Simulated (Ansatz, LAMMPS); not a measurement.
# Structural relaxation of amorphous 75SiO2-25TiO2 (mol %) (96 atoms), part 2 of 3

Wanted: the relaxed structure of amorphous 75SiO2-25TiO2 (mol %) (96 atoms) and its electronic structure.

Ansatz 0.2.0; Kohn-Sham DFT, PBE, PAW (set soft_2), plane waves.

The cell: 24 Si, 8 Ti and 64 O. The quench rate of 50 K/ps is orders of magnitude faster than experiment. The network of bonds at the start is that of the classical potential that made the cell. Only the Γ point is sampled in the main run, in a cell whose shortest periodic width is 11 Å.

So far. Step 4 (Cell and atoms relaxed): The relaxation changed the energy by -57.9 meV/atom, and atoms moved by 0.37 Å r.m.s., 1.1 Å at most.

**6. Single point at the relaxed geometry**

The electronic structure is read at the final geometry, in a run of its own.

Input file input.yaml:

```yaml
crystal:
  lattice:
    - [11.46322, 0.12323, -0.05547]
    - [0.12323, 11.04182, 0.55911]
    - [-0.05547, 0.55911, 11.17576]
  atoms:
    - { symbol: Si, position: [0.53349, 0.83335, 0.22004] }
    - { symbol: Si, position: [0.98801, 0.93265, 0.1019] }
    - { symbol: Si, position: [0.30136, 0.93256, 0.29746] }
    - { symbol: Si, position: [0.78201, 0.62064, 0.72087] }
    - { symbol: Si, position: [0.70491, 0.62574, 0.34038] }
    - { symbol: Si, position: [0.06165, 0.89779, 0.37929] }
    - { symbol: Si, position: [0.36393, 0.11543, 0.98097] }
    - { symbol: Si, position: [0.61586, 0.07799, 0.10862] }
    - { symbol: Si, position: [0.01886, 0.49713, 0.11221] }
    - { symbol: Si, position: [0.68821, 0.15178, 0.36291] }
    - { symbol: Si, position: [0.60597, 0.99676, 0.59549] }
    - { symbol: Si, position: [0.23683, 0.88495, 0.0383] }
    - { symbol: Si, position: [0.9393, 0.14458, 0.45749] }
    - { symbol: Si, position: [0.28206, 0.63146, 0.74176] }
    - { symbol: Si, position: [0.03282, 0.42237, 0.39844] }
    - { symbol: Si, position: [0.79551, 0.15352, 0.89925] }
    - { symbol: Si, position: [0.23111, 0.19343, 0.1946] }
    - { symbol: Si, position: [0.24422, 0.61132, 0.01546] }
    - { symbol: Si, position: [0.55246, 0.72886, 0.98625] }
    - { symbol: Si, position: [0.53669, 0.44588, 0.96739] }
    - { symbol: Si, position: [0.3896, 0.41344, 0.16897] }
    - { symbol: Si, position: [0.92006, 0.66599, 0.47965] }
    - { symbol: Si, position: [0.53341, 0.75545, 0.72193] }
    - { symbol: Si, position: [0.87105, 0.01888, 0.69444] }
    - { symbol: Ti, position: [0.70029, 0.37606, 0.19954] }
    - { symbol: Ti, position: [0.6562, 0.36624, 0.72853] }
    - { symbol: Ti, position: [0.28586, 0.41448, 0.54957] }
    - { symbol: Ti, position: [0.35736, 0.11893, 0.69562] }
    - { symbol: Ti, position: [0.55765, 0.41821, 0.43791] }
    - { symbol: Ti, position: [0.95733, 0.23437, 0.10053] }
    - { symbol: Ti, position: [0.13139, 0.89238, 0.63879] }
    - { symbol: Ti, position: [0.84055, 0.69999, 0.99444] }
    - { symbol: O, position: [0.53352, 0.80908, 0.85483] }
    - { symbol: O, position: [0.10958, 0.59924, 0.05656] }
    - { symbol: O, position: [0.64653, 0.54911, 0.45692] }
    - { symbol: O, position: [0.68872, 0.72353, 0.02605] }
    - { symbol: O, position: [0.71164, 0.22096, 0.79135] }
    - { symbol: O, position: [0.09238, 0.18714, 0.21053] }
    - { symbol: O, position: [0.26785, 0.5696, 0.88012] }
    - { symbol: O, position: [0.26432, 0.75612, 0.98875] }
    - { symbol: O, position: [0.36965, 0.17436, 0.84171] }
    - { symbol: O, position: [0.86488, 0.04621, 0.83361] }
    - { symbol: O, position: [0.58215, 0.3427, 0.5886] }
    - { symbol: O, position: [0.41083, 0.68572, 0.70872] }
    - { symbol: O, position: [0.02847, 0.47556, 0.25895] }
    - { symbol: O, position: [0.97871, 0.28472, 0.42457] }
    - { symbol: O, position: [0.03029, 0.02405, 0.44393] }
    - { symbol: O, position: [0.73983, 0.97929, 0.65157] }
    - { symbol: O, position: [0.48685, 0.1142, 0.05494] }
    - { symbol: O, position: [0.82562, 0.11158, 0.3788] }
    - { symbol: O, position: [0.32196, 0.54513, 0.12856] }
    - { symbol: O, position: [0.77689, 0.47296, 0.72381] }
    - { symbol: O, position: [0.67203, 0.29735, 0.3776] }
    - { symbol: O, position: [0.88381, 0.24863, 0.94794] }
    - { symbol: O, position: [0.48197, 0.78592, 0.09585] }
    - { symbol: O, position: [0.25518, 0.52352, 0.65766] }
    - { symbol: O, position: [0.16647, 0.4099, 0.44674] }
    - { symbol: O, position: [0.72996, 0.52431, 0.2475] }
    - { symbol: O, position: [0.85748, 0.67663, 0.60645] }
    - { symbol: O, position: [0.10393, 0.93616, 0.0162] }
    - { symbol: O, position: [0.50784, 0.07841, 0.65971] }
    - { symbol: O, position: [0.20625, 0.888, 0.40624] }
    - { symbol: O, position: [0.40631, 0.46736, 0.46217] }
    - { symbol: O, position: [0.84148, 0.30431, 0.18697] }
    - { symbol: O, position: [0.6085, 0.72702, 0.29372] }
    - { symbol: O, position: [0.54722, 0.86222, 0.61016] }
    - { symbol: O, position: [0.43141, 0.37244, 0.03757] }
    - { symbol: O, position: [0.18662, 0.74707, 0.70439] }
    - { symbol: O, position: [0.04217, 0.37336, 0.05156] }
    - { symbol: O, position: [0.32839, 0.97513, 0.96781] }
    - { symbol: O, position: [0.92868, 0.06433, 0.10303] }
    - { symbol: O, position: [0.6212, 0.94302, 0.17951] }
    - { symbol: O, position: [0.90734, 0.82999, 0.05098] }
    - { symbol: O, position: [0.29543, 0.31694, 0.22899] }
    - { symbol: O, position: [0.31453, 0.25229, 0.60435] }
    - { symbol: O, position: [0.90828, 0.13534, 0.60051] }
    - { symbol: O, position: [0.23523, 0.00187, 0.67101] }
    - { symbol: O, position: [0.64463, 0.66426, 0.71257] }
    [... 12 atom lines left out ...]
    - { symbol: O, position: [0.70706, 0.09164, 0.00089] }
    - { symbol: O, position: [0.5069, 0.41646, 0.25512] }
    - { symbol: O, position: [0.84382, 0.67327, 0.83604] }
    - { symbol: O, position: [0.26173, 0.17802, 0.05358] }
    - { symbol: O, position: [0.2538, 0.87075, 0.18286] }
    - { symbol: O, position: [0.64534, 0.16356, 0.21897] }
kpoints:
  mp_grid: { grid: [1, 1, 1] }
hamiltonian:
  xc: pbe
scf:
  occupations: { method: fermi_dirac, width: 0.025 }
output:
  forces: true
  stress: true
  populations: true
  dos:
    method: { smearing: { sigma: 0.08 } }
    de: 0.05
    projected: { site_lists: { O: [O], Si: [Si], Ti: [Ti] } }
  eigenvalues: true
  write_density: true
  write_potential: true
  volumetric_format: npy
```

Command:

```bash
$ ansatz run input.yaml --threads 4 --pin off --max-ram 8192MiB --backend cpu --events-out ev --progress --plain --runs-dir out
```

The job ended after 18 s (4 threads of Intel Xeon Platinum 8488C (Sapphire Rapids), shared host; peak memory 1.9 GiB).

The program notes that the exchange-correlation potential is rough where the density is thin.

The run gave:

| Quantity | Value |
| --- | --- |
| free energy | -71678.7537 eV |
| free energy per atom | -746.6537 eV/atom |
| SCF cycles | 12 |
| pressure | 0.001509 GPa |
| r.m.s. force component | 0.00689 eV/Å |
| longest force | 0.03015 eV/Å |
| Fermi energy | 3.686 eV |
| gap (highest filled to lowest empty level) | 2.177 eV |
| spilling of the projection | 0.01039 |

Löwdin charges by element and coordination (they lack the spilled electrons, 0.062 e an atom on average):

```csv
element,coordination,atoms,mean charge (e),spread,least,most
O,all,64,-0.743,0.0629,-0.818,-0.563
O,2,61,-0.740,0.0635,-0.805,-0.563
O,3,3,-0.788,0.0219,-0.818,-0.768
Si,all,24,1.76,0.0224,1.72,1.79
Ti,all,8,1.42,0.0201,1.39,1.44
Ti,3,1,1.44,0,1.44,1.44
Ti,4,4,1.42,0.0107,1.41,1.43
Ti,5,2,1.41,0.0256,1.39,1.44
Ti,6,1,1.39,0,1.39,1.39
```

States in the cell by windows of 1 eV, zero at the Fermi level; the larger projections on atomic orbitals stand beside the total:

```csv
from (eV),to (eV),total,O p,Ti d,Si p,O s
-18,-17,18.2,0.2,0.9,1.1,15.1
-17,-11,0.0,0.0,0.0,0.0,0.0
-11,-10,8.2,5.4,0.0,0.3,0.3
-10,-9,14.5,9.7,0.1,0.9,0.7
-9,-8,14.4,10.1,0.1,1.5,0.7
-8,-7,25.0,18.8,0.2,4.4,0.4
-7,-6,30.3,22.7,1.5,4.4,0.5
-6,-5,38.3,29.2,2.9,3.7,1.2
-5,-4,69.5,57.8,5.1,3.1,1.5
-4,-3,84.7,75.7,4.3,2.0,1.0
-3,-2,74.0,69.3,2.0,1.0,0.6
-2,-1,24.9,23.8,0.4,0.2,0.2
-1,0,0.2,0.2,0.0,0.0,0.0
0,1,0.0,0.0,0.0,0.0,0.0
1,2,8.5,1.2,6.8,0.1,0.1
2,3,27.2,4.0,21.2,0.5,0.6
3,4,27.1,4.5,17.9,0.6,1.6
4,5,17.2,3.5,9.8,0.8,1.1
```

Between -26 and -18 eV lie 110 more states.

The stored curve holds about 512 of the 576 electrons; the rest, give or take the few that broadening carries across the Fermi level, lie in deeper levels below its range.

The levels nearest the highest filled one (over half full), pooled over k-points and spins:

```csv
level less the highest filled one (eV),occupation
-0.705,2
-0.660,2
-0.570,2
-0.369,2
-0.281,2
0,2
2.18,0
2.45,0
2.54,0
2.93,0
3.11,0
3.16,0
```

Valence density in the ac plane at fractional y = 0.410, with atoms of Si and Ti and O within 0.2 Å of it. It is the smooth field of the valence electrons, not physical close to the nuclei.

Ten steps, logarithmic in the rise over the least value, from '_' (0.0 e/Å³) to '@' (9.5 e/Å³), each cell a mean:
```
::--::..______________..--======--::--======--::______________..
________________________....::----==----::....__________________
____________________________..--++****==::..____________________
____________________________..==##@@%%**--..____________________
____________________________..==##%%%%**==--::::::::..__________
______________________________::==++++++**##++======--..________
________________..______________..::::++%%%%##++++++==::________
______________........____________..::==****++------::..________
____________..::----::..________..::------::::........__________
____________..++##%%##==....__..::--====--::..__________________
______....::--##@@@@@@**--::::..::--====--..____________________
......--==++++**%%@@%%++======----++++==::..________________....
::::--++##%%%%**========++**++==##@@@@##==..______________....::
::::--++##@@%%++--....--========##@@@@%%==....____________..::::
::..::==++**++--..____..::::::::++####**--....____________..::::
------::::::....__________..::--====--::........____________..::
======::..__________..__..::==**##**==::....::::....________..--
==++==::..______..::::::::--++%%@@%%++--::==++==--....______..--
--==--..______..::------::--++##%%##==--==##%%%%++::..........::
::::::..______..::::--::..::======--::::==##@@%%++::::........::
------::..______..::::::::------::....::--++**++--............::
++**++--..________....--==++++==::..::==****++--....______..::--
##%%##==::__________..--++####**==--==**%%@@##==::________..::==
++****--..__________..::++####**==--==**%%%%##==..__________..--
```
Columns run along a (11.5 Å), rows up along c (11.2 Å). Atoms in or near the plane, at fractional coordinates: Si at (0.03, 0.40), Si at (0.39, 0.17), Ti at (0.29, 0.55), Ti at (0.56, 0.44), O at (0.17, 0.45), O at (0.66, 0.04), O at (0.54, 0.83), O at (0.51, 0.26).

Electrostatic potential energy in the ac plane at fractional y = 0.410, with atoms of Si and Ti and O within 0.2 Å of it. With pseudopotentials it is smooth inside the atoms' cores, unlike the true potential.

Ten even steps from '0' (-40 eV) to '9' (11 eV), each cell a mean:
```
99999999999998750005779999999999
99999999999999863136899999999999
99999999999999986358999999999999
99999999999999982005888999999999
99999999999999993015767899999999
99999999999999998765324688999999
99999999999999999874112577999999
99999999988999999985334789999999
99999988666889999988777899999999
99999874212579999988899999999999
99999873101378998878899999999999
88898664111578886446899999999999
54562015656765762102589999999987
00141016888987862001489999999873
00046579999999874223689999999872
22378999999999987777889999999986
77889999999999853588888889999998
87899999998777610168754578999999
88999999986311421388521147999999
88899999985000267898521147999998
77889999985000378998743468999987
64689999998654688888546889999988
31389999999862257775002899999998
64699999999973243134104899999999
```
Columns run along a (11.5 Å; values clipped at the 3rd and 97th percentile), rows up along c (11.2 Å). Atoms in or near the plane, at fractional coordinates: Si at (0.03, 0.40), Si at (0.39, 0.17), Ti at (0.29, 0.55), Ti at (0.56, 0.44), O at (0.17, 0.45), O at (0.66, 0.04), O at (0.54, 0.83), O at (0.51, 0.26).

Mean Löwdin charges: O -0.74, Si +1.76, Ti +1.42 e (they miss 1.0 % of the electrons, so they add up to more than the cell's charge). The largest share in the top eV of filled states is O p (97 % of the projected weight), and in the lowest eV of empty states Ti d (82 % of the projected weight).

Local excerpt of 11 atoms (numbers count through the whole input) about O96, which has 3 bonded neighbours where the commonest count for O is 2; x, y, z are measured from there.

```csv
atom,x,y,z,distance (Å),bonds,Löwdin charge (e)
O96,0.00,0.00,0.00,0.00,3,-0.78
Si8,-0.34,-1.01,-1.28,1.67,4,1.79
Si10,0.48,-0.04,1.60,1.67,4,1.75
Ti25,0.66,2.34,-0.10,2.43,6,1.39
O53,0.31,1.57,1.85,2.44,3,-0.77
O72,-0.30,-2.46,-0.56,2.54,2,-0.79
O49,-1.81,-0.66,-1.85,2.67,2,-0.79
O50,2.05,-0.46,1.75,2.73,2,-0.78
O91,0.71,-0.91,-2.48,2.74,2,-0.78
O64,2.27,1.56,-0.29,2.77,2,-0.56
O90,-0.38,-1.03,2.57,2.80,2,-0.77
```

The column of bonds counts only the pairs O-Si within 2.08 Å, O-Ti within 2.64 Å; other neighbours, such as metal atoms beside each other in a compound, aren't counted, and periodic images can show an atom twice.

**7. K-mesh 2×2×2**

A denser mesh tests the sampling of the Brillouin zone.

Changes to input.yaml since step 6:

```diff
@@ -8,3 +8,3 @@
 kpoints:
-  mp_grid: { grid: [1, 1, 1] }
+  mp_grid: { grid: [2, 2, 2] }
 hamiltonian:
@@ -22,4 +22 @@
   eigenvalues: true
-  write_density: true
-  write_potential: true
-  volumetric_format: npy
```

The job ended after 2.5 min (4 threads; peak memory 6.3 GiB).

The program notes that it cut back its work space to fit the memory limit.

Geometry and reference: those of the single point at the relaxed geometry.

Forces differ from those of the single point at the relaxed geometry by 3.8 meV/Å r.m.s.; the energy by -0.52 meV/atom. It took 2.5 min and 12 cycles; the reference's time can't be set against it, since the two runs asked for unlike analyses.

**8. Functional HSE06**

HSE06 mixes in a quarter of exact exchange at short range, which counters self-interaction, at a higher cost.

This step: Kohn-Sham DFT, HSE06, PAW (set soft_2), plane waves (Ansatz 0.2.0).

Changes to input.yaml since step 7:

```diff
@@ -8,5 +8,5 @@
 kpoints:
-  mp_grid: { grid: [2, 2, 2] }
+  mp_grid: { grid: [1, 1, 1] }
 hamiltonian:
-  xc: pbe
+  xc: hse06
 scf:
```

Elapsed: 4.4 min, on 4 threads; peak memory 4.4 GiB.

The program notes that the exchange threshold is loose for the stress and the SCF threshold is loose for the stress.

Geometry and reference: those of the single point at the relaxed geometry.

Forces differ from those of the single point at the relaxed geometry by 190 meV/Å r.m.s.; the pressure by -4.9 GPa and the gap by +1.6 eV. It took 4.4 min and 24 cycles; the reference's time can't be set against it, since the two runs asked for unlike analyses.

The run gave:

```
free energy                                      : -71679.1005 eV
free energy per atom                             : -746.6573 eV/atom
SCF cycles                                       : 24
pressure                                         : -4.873 GPa
r.m.s. force component                           : 0.1894 eV/Å
longest force                                    : 0.635 eV/Å
Fermi energy                                     : 3.278 eV
gap (highest filled to lowest empty level) : 3.776 eV
spilling of the projection                       : 0.0107
```

Length of the force by element and coordination:

```csv
element,coordination,atoms,mean length of the force (eV/Å),spread,least,most
O,all,64,0.356,0.120,0.0844,0.595
O,2,61,0.360,0.120,0.0844,0.595
O,3,3,0.261,0.0734,0.202,0.364
Si,all,24,0.0986,0.0329,0.028,0.156
Ti,all,8,0.321,0.167,0.129,0.635
Ti,3,1,0.635,0,0.635,0.635
Ti,4,4,0.217,0.105,0.129,0.394
Ti,5,2,0.318,0.110,0.208,0.428
Ti,6,1,0.431,0,0.431,0.431
```

(Part 2 of 3 ends here.)

[Logs are printed without paths, hosts, clocks, repeated set-up lines and the standing remarks that a program may print on its own settings, such as how far it seeks lower states.]

[Hosts, paths, dates, database ids (printed as entryN), source tags and the programs' standing remarks are cut or masked in the printed files.]
